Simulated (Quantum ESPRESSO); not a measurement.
# MnO2: spin-resolved density of states, part 2 of 2

Wanted: the exchange-split electronic structure of MnO2.

Quantum ESPRESSO 7.5; PBEsol; plane waves with GBRV 1.5 PBEsol potentials, no spin-orbit coupling.

So far: Set-up; Ground-state run.

## 3. Projected density of states

Level of this step: PBEsol; plane waves with GBRV 1.5 PBEsol potentials, no spin-orbit coupling, projections on orthogonalised atomic orbitals (Quantum ESPRESSO).

projwfc.in

```
&PROJWFC
  prefix = 'pwscf'
  outdir = './tmp'
  filpdos = 'pdos'
  ngauss = 0
  degauss = 0.01
  DeltaE = 0.05
  Emin = -1.01
  Emax = 12.99
/
```

Launch:

```sh
$ OMP_NUM_THREADS=1 mpirun -n 4 projwfc.x -nk 4 -in projwfc.in > projwfc.out
```

Log:

```text
[banner, memory and clock lines left out]
Program PROJWFC v.7.5 starts

     [... lines left out ...]
     IMPORTANT: XC functional enforced from input :
     Exchange-correlation= PBESOL
                           (   1   4  10   8   0   0   0)
     Any further DFT definition will be discarded
     Please, verify this is what you really want

     G-vector sticks info

     Check: negative core charge=   -0.000041

     Gaussian broadening (read from input): ngauss,degauss=   0    0.010000

     Calling projwave ....

  Problem Sizes
  natomwfc =           84
  nbnd     =           78
  nkstot   =           26
  npwx     =         3759
  nkb      =          176

     Atomic states used for projection
     (read from pseudopotential files):

     state #   1: atom   1 (Mn1), wfc  1 (l=0 m= 1)
     state #   2: atom   1 (Mn1), wfc  2 (l=1 m= 1)
     state #   3: atom   1 (Mn1), wfc  2 (l=1 m= 2)
     state #   4: atom   1 (Mn1), wfc  2 (l=1 m= 3)
     state #   5: atom   1 (Mn1), wfc  3 (l=0 m= 1)
     state #   6: atom   1 (Mn1), wfc  4 (l=2 m= 1)
     state #   7: atom   1 (Mn1), wfc  4 (l=2 m= 2)
     state #   8: atom   1 (Mn1), wfc  4 (l=2 m= 3)
     state #   9: atom   1 (Mn1), wfc  4 (l=2 m= 4)
     state #  10: atom   1 (Mn1), wfc  4 (l=2 m= 5)
     state #  11: atom   1 (Mn1), wfc  5 (l=1 m= 1)
     state #  12: atom   1 (Mn1), wfc  5 (l=1 m= 2)
     state #  13: atom   1 (Mn1), wfc  5 (l=1 m= 3)
     state #  14: atom   2 (Mn1), wfc  1 (l=0 m= 1)
     state #  15: atom   2 (Mn1), wfc  2 (l=1 m= 1)
     state #  16: atom   2 (Mn1), wfc  2 (l=1 m= 2)
     state #  17: atom   2 (Mn1), wfc  2 (l=1 m= 3)
     state #  18: atom   2 (Mn1), wfc  3 (l=0 m= 1)
     state #  19: atom   2 (Mn1), wfc  4 (l=2 m= 1)
     state #  20: atom   2 (Mn1), wfc  4 (l=2 m= 2)
     state #  21: atom   2 (Mn1), wfc  4 (l=2 m= 3)
     state #  22: atom   2 (Mn1), wfc  4 (l=2 m= 4)
     state #  23: atom   2 (Mn1), wfc  4 (l=2 m= 5)
     state #  24: atom   2 (Mn1), wfc  5 (l=1 m= 1)
[...]
state #  37: atom   3 (Mn1), wfc  5 (l=1 m= 1)
     state #  38: atom   3 (Mn1), wfc  5 (l=1 m= 2)
     state #  39: atom   3 (Mn1), wfc  5 (l=1 m= 3)
     state #  40: atom   4 (Mn2), wfc  1 (l=0 m= 1)
     state #  41: atom   4 (Mn2), wfc  2 (l=1 m= 1)
     state #  42: atom   4 (Mn2), wfc  2 (l=1 m= 2)
     state #  43: atom   4 (Mn2), wfc  2 (l=1 m= 3)
     state #  44: atom   4 (Mn2), wfc  3 (l=0 m= 1)
     state #  45: atom   4 (Mn2), wfc  4 (l=2 m= 1)
     state #  46: atom   4 (Mn2), wfc  4 (l=2 m= 2)
     state #  47: atom   4 (Mn2), wfc  4 (l=2 m= 3)
     state #  48: atom   4 (Mn2), wfc  4 (l=2 m= 4)
     state #  49: atom   4 (Mn2), wfc  4 (l=2 m= 5)
     state #  50: atom   4 (Mn2), wfc  5 (l=1 m= 1)
     state #  51: atom   4 (Mn2), wfc  5 (l=1 m= 2)
     state #  52: atom   4 (Mn2), wfc  5 (l=1 m= 3)
     state #  53: atom   5 (O  ), wfc  1 (l=0 m= 1)
     state #  54: atom   5 (O  ), wfc  2 (l=1 m= 1)
     state #  55: atom   5 (O  ), wfc  2 (l=1 m= 2)
     state #  56: atom   5 (O  ), wfc  2 (l=1 m= 3)
     state #  57: atom   6 (O  ), wfc  1 (l=0 m= 1)
     state #  58: atom   6 (O  ), wfc  2 (l=1 m= 1)
     state #  59: atom   6 (O  ), wfc  2 (l=1 m= 2)
     state #  60: atom   6 (O  ), wfc  2 (l=1 m= 3)
     state #  61: atom   7 (O  ), wfc  1 (l=0 m= 1)
     state #  62: atom   7 (O  ), wfc  2 (l=1 m= 1)
     state #  63: atom   7 (O  ), wfc  2 (l=1 m= 2)
     state #  64: atom   7 (O  ), wfc  2 (l=1 m= 3)
     state #  65: atom   8 (O  ), wfc  1 (l=0 m= 1)
     state #  66: atom   8 (O  ), wfc  2 (l=1 m= 1)
     state #  67: atom   8 (O  ), wfc  2 (l=1 m= 2)
     state #  68: atom   8 (O  ), wfc  2 (l=1 m= 3)
     state #  69: atom   9 (O  ), wfc  1 (l=0 m= 1)
     state #  70: atom   9 (O  ), wfc  2 (l=1 m= 1)
     state #  71: atom   9 (O  ), wfc  2 (l=1 m= 2)
     state #  72: atom   9 (O  ), wfc  2 (l=1 m= 3)
     state #  73: atom  10 (O  ), wfc  1 (l=0 m= 1)
     state #  74: atom  10 (O  ), wfc  2 (l=1 m= 1)
     state #  75: atom  10 (O  ), wfc  2 (l=1 m= 2)
     state #  76: atom  10 (O  ), wfc  2 (l=1 m= 3)
     state #  77: atom  11 (O  ), wfc  1 (l=0 m= 1)
     state #  78: atom  11 (O  ), wfc  2 (l=1 m= 1)
     state #  79: atom  11 (O  ), wfc  2 (l=1 m= 2)
     state #  80: atom  11 (O  ), wfc  2 (l=1 m= 3)
     state #  81: atom  12 (O  ), wfc  1 (l=0 m= 1)
     state #  82: atom  12 (O  ), wfc  2 (l=1 m= 1)
     state #  83: atom  12 (O  ), wfc  2 (l=1 m= 2)
     state #  84: atom  12 (O  ), wfc  2 (l=1 m= 3)

 [... projections of the bands left out ...]

Lowdin Charges:

     Atom #   1: total charge =  14.4667, s =  2.3288, p =  6.9876, d =  5.1503,
                 spin up      =   8.6465, s =  1.1737,
                 spin up      =   8.6465, p =  3.5021, pz=  1.1674, px=  1.1674, py=  1.1672,
                 spin up      =   8.6465, d =  3.9707, dz2=  0.5134, dxz=  0.9904, dyz=  0.9817, dx2-y2=  0.5037, dxy=  0.9817,
                 spin down    =   5.8202, s =  1.1551,
                 spin down    =   5.8202, p =  3.4855, pz=  1.1616, px=  1.1616, py=  1.1622,
                 spin down    =   5.8202, d =  1.1796, dz2=  0.3467, dxz=  0.1516, dyz=  0.1621, dx2-y2=  0.3571, dxy=  0.1621,
                 polarization =   2.8263, s =  0.0185, p =  0.0166, d =  2.7912,
     Atom #   2: total charge =  14.4667, s =  2.3288, p =  6.9876, d =  5.1503,
                 spin up      =   8.6465, s =  1.1737,
                 spin up      =   8.6465, p =  3.5021, pz=  1.1674, px=  1.1672, py=  1.1674,
                 spin up      =   8.6465, d =  3.9707, dz2=  0.5134, dxz=  0.9817, dyz=  0.9904, dx2-y2=  0.5037, dxy=  0.9817,
                 spin down    =   5.8202, s =  1.1551,
                 spin down    =   5.8202, p =  3.4855, pz=  1.1616, px=  1.1622, py=  1.1616,
                 spin down    =   5.8202, d =  1.1796, dz2=  0.3467, dxz=  0.1621, dyz=  0.1516, dx2-y2=  0.3571, dxy=  0.1621,
                 polarization =   2.8263, s =  0.0185, p =  0.0166, d =  2.7912,
     Atom #   3: total charge =  14.4667, s =  2.3288, p =  6.9876, d =  5.1503,
                 spin up      =   8.6465, s =  1.1737,
                 spin up      =   8.6465, p =  3.5021, pz=  1.1672, px=  1.1674, py=  1.1674,
                 spin up      =   8.6465, d =  3.9707, dz2=  0.4988, dxz=  0.9817, dyz=  0.9817, dx2-y2=  0.5182, dxy=  0.9904,
                 spin down    =   5.8202, s =  1.1551,
                 spin down    =   5.8202, p =  3.4855, pz=  1.1622, px=  1.1616, py=  1.1616,
                 spin down    =   5.8202, d =  1.1796, dz2=  0.3623, dxz=  0.1621, dyz=  0.1621, dx2-y2=  0.3415, dxy=  0.1516,
                 polarization =   2.8263, s =  0.0185, p =  0.0166, d =  2.7912,
     Atom #   4: total charge =  14.4808, s =  2.3298, p =  6.9880, d =  5.1631,
                 spin up      =   5.9018, s =  1.1629,
                 spin up      =   5.9018, p =  3.4880, pz=  1.1627, px=  1.1627, py=  1.1627,
                 spin up      =   5.9018, d =  1.2509, dz2=  0.3658, dxz=  0.1731, dyz=  0.1731, dx2-y2=  0.3658, dxy=  0.1731,
                 spin down    =   8.5790, s =  1.1669,
                 spin down    =   8.5790, p =  3.5000, pz=  1.1667, px=  1.1667, py=  1.1667,
                 spin down    =   8.5790, d =  3.9121, dz2=  0.4910, dxz=  0.9767, dyz=  0.9767, dx2-y2=  0.4910, dxy=  0.9767,
                 polarization =  -2.6771, s = -0.0040, p = -0.0119, d = -2.6612,
     Atom #   5: total charge =   6.2406, s =  1.6278, p =  4.6128, d =  0.0000,
                 spin up      =   3.1326, s =  0.8151,
                 spin up      =   3.1326, p =  2.3174, pz=  0.7467, px=  0.8241, py=  0.7467,
                 spin up      =   3.1326, d =  0.0000, dz2=  0.0000, dxz=  0.0000, dyz=  0.0000, dx2-y2=  0.0000, dxy=  0.0000,
                 spin down    =   3.1080, s =  0.8127,
                 spin down    =   3.1080, p =  2.2954, pz=  0.7898, px=  0.7158, py=  0.7898,
                 spin down    =   3.1080, d =  0.0000, dz2=  0.0000, dxz=  0.0000, dyz=  0.0000, dx2-y2=  0.0000, dxy=  0.0000,
                 polarization =   0.0245, s =  0.0025, p =  0.0221, d =  0.0000,
     Atom #   6: total charge =   6.2406, s =  1.6278, p =  4.6128, d =  0.0000,
                 spin up      =   3.1326, s =  0.8151,
                 spin up      =   3.1326, p =  2.3174, pz=  0.7467, px=  0.7467, py=  0.8241,
                 spin up      =   3.1326, d =  0.0000, dz2=  0.0000, dxz=  0.0000, dyz=  0.0000, dx2-y2=  0.0000, dxy=  0.0000,
                 spin down    =   3.1080, s =  0.8127,
                 spin down    =   3.1080, p =  2.2954, pz=  0.7898, px=  0.7898, py=  0.7158,
                 spin down    =   3.1080, d =  0.0000, dz2=  0.0000, dxz=  0.0000, dyz=  0.0000, dx2-y2=  0.0000, dxy=  0.0000,
                 polarization =   0.0245, s =  0.0025, p =  0.0221, d =  0.0000,
     Atom #   7: total charge =   6.2400, s =  1.6295, p =  4.6105, d =  0.0000,
                 spin up      =   3.1306, s =  0.8181,
                 spin up      =   3.1306, p =  2.3125, pz=  0.7708, px=  0.7708, py=  0.7708,
                 spin up      =   3.1306, d =  0.0000, dz2=  0.0000, dxz=  0.0000, dyz=  0.0000, dx2-y2=  0.0000, dxy=  0.0000,
                 spin down    =   3.1094, s =  0.8114,
                 spin down    =   3.1094, p =  2.2979, pz=  0.7660, px=  0.7660, py=  0.7660,
                 spin down    =   3.1094, d =  0.0000, dz2=  0.0000, dxz=  0.0000, dyz=  0.0000, dx2-y2=  0.0000, dxy=  0.0000,
                 polarization =   0.0212, s =  0.0066, p =  0.0146, d =  0.0000,
     Atom #   8: total charge =   6.2406, s =  1.6278, p =  4.6128, d =  0.0000,
                 spin up      =   3.1326, s =  0.8151,
                 spin up      =   3.1326, p =  2.3174, pz=  0.8241, px=  0.7467, py=  0.7467,
                 spin up      =   3.1326, d =  0.0000, dz2=  0.0000, dxz=  0.0000, dyz=  0.0000, dx2-y2=  0.0000, dxy=  0.0000,
                 spin down    =   3.1080, s =  0.8127,
                 spin down    =   3.1080, p =  2.2954, pz=  0.7158, px=  0.7898, py=  0.7898,
                 spin down    =   3.1080, d =  0.0000, dz2=  0.0000, dxz=  0.0000, dyz=  0.0000, dx2-y2=  0.0000, dxy=  0.0000,
                 polarization =   0.0245, s =  0.0025, p =  0.0221, d =  0.0000,
     Atom #   9: total charge =   6.2406, s =  1.6278, p =  4.6128, d =  0.0000,
                 spin up      =   3.1326, s =  0.8151,
                 spin up      =   3.1326, p =  2.3174, pz=  0.7467, px=  0.7467, py=  0.8241,
                 spin up      =   3.1326, d =  0.0000, dz2=  0.0000, dxz=  0.0000, dyz=  0.0000, dx2-y2=  0.
```

Elapsed: 4.4 s, on 4 MPI ranks of Arm Neoverse N1, shared host; peak memory 0.38 GiB.

The density of states has structure finer than the step of the table below, so its rows give means over 0.5 eV, whole bins alone (the curve runs from -9.00 to 5.05 eV). Peaks (eV: height): up -6.00: 10.7, -5.05: 7.85, -1.10: 7.76, 2.15: 8.43; down -5.60: 10, -4.75: 8.26, 1.60: 12.5, 3.60: 9.7; Mn1 d up -6.00: 1.2, -1.65: 1.48, -1.15: 1.41, 2.15: 1.18; Mn1 d down -5.55: 0.516, 1.60: 3.44, 3.60: 2.01; Mn4 d up -5.10: 0.576, 1.20: 3.77, 3.50: 2.26.

Gaussian broadening of 0.136 eV on the SCF mesh. Density of states against energy, zero at the Fermi level; means over each step; 7 of 8 lines; values in states/eV/cell:

```csv
energy (eV),up,down,Mn1 d up,Mn1 d down,Mn4 d up,Mn4 d down,O5 p up
-8.0,0,0,0,0,0,0,0
-7.5,0.0272,0,0.00332,0,0.00146,0,0.00177
-7.0,0.650,0.0553,0.0751,0.00342,0.0271,0.00890,0.0428
-6.5,3.51,1.26,0.363,0.0558,0.0944,0.194,0.220
-6.0,8.19,4.89,0.900,0.182,0.315,0.799,0.547
-5.5,5.54,8.08,0.490,0.414,0.222,1.04,0.421
-5.0,6.57,5.54,0.697,0.296,0.374,0.506,0.481
-4.5,2.69,5.16,0.194,0.350,0.193,0.416,0.228
-4.0,3.55,3.13,0.305,0.196,0.202,0.116,0.281
-3.5,5.55,4.62,0.482,0.192,0.232,0.315,0.474
-3.0,4.01,4.70,0.317,0.157,0.148,0.432,0.357
-2.5,4.09,4.24,0.300,0.109,0.175,0.241,0.345
-2.0,4.34,3.87,0.573,0.0964,0.103,0.315,0.290
-1.5,6.52,4.25,1.21,0.0766,0.0801,1.26,0.337
-1.0,7.21,3.34,1.25,0.0393,0.114,1.60,0.373
-0.5,3.55,0.858,0.577,0.00736,0.0370,0.368,0.184
0.0,0.00386,0.00642,6.5e-4,0.00170,6.2e-6,8.4e-4,1.6e-4
0.5,0.147,1.50,0.0121,0.380,0.0838,0.194,3.4e-4
1.0,3.45,4.37,0.209,1.13,2.14,0.333,0.0420
1.5,3.23,9.17,0.205,2.50,1.72,0.200,0.105
2.0,6.99,4.02,1.01,0.863,0.655,0.391,0.376
2.5,3.96,2.85,0.536,0.205,0.371,0.944,0.198
3.0,0.985,1.17,0.0307,0.238,0.503,0.0325,0.0444
3.5,3.05,7.86,0.0112,1.64,1.85,0.0268,0.171
4.0,0.182,3.05,7.5e-4,0.607,0.107,0.0109,0.0112
4.5,0,0.00135,0,2.6e-4,0,0,0
```

## 4. What came out

- state: ferrimagnetic
- largest moment in a sphere: 2.45 μB

The most distinct maxima of the density of states (up) lie at -6.00, -5.05, -1.70, -1.10 and 2.15 eV, the highest at -6.00 eV. These are Kohn–Sham states without spin–orbit coupling, on the mesh of the self-consistent run. No Hubbard term acts here. In such compounds local and semilocal functionals without one often delocalise the d electrons, and can shrink or lose moments and miss the size, sign and order of the couplings.

[Logs and program files are shortened in this print: banners, set-up blocks, solver, clock and traceback lines can be left out without a mark of their own.]

[Logs are printed without paths, hosts, clocks, repeated set-up lines and the standing remarks that a program may print on its own settings, such as how far it seeks lower states.]

[Hosts, paths, dates, database ids (printed as entryN), source tags and the programs' standing remarks are cut or masked in the printed files.]

[Where a cell is said to come from a database of computed structures, the database is the Materials Project.]
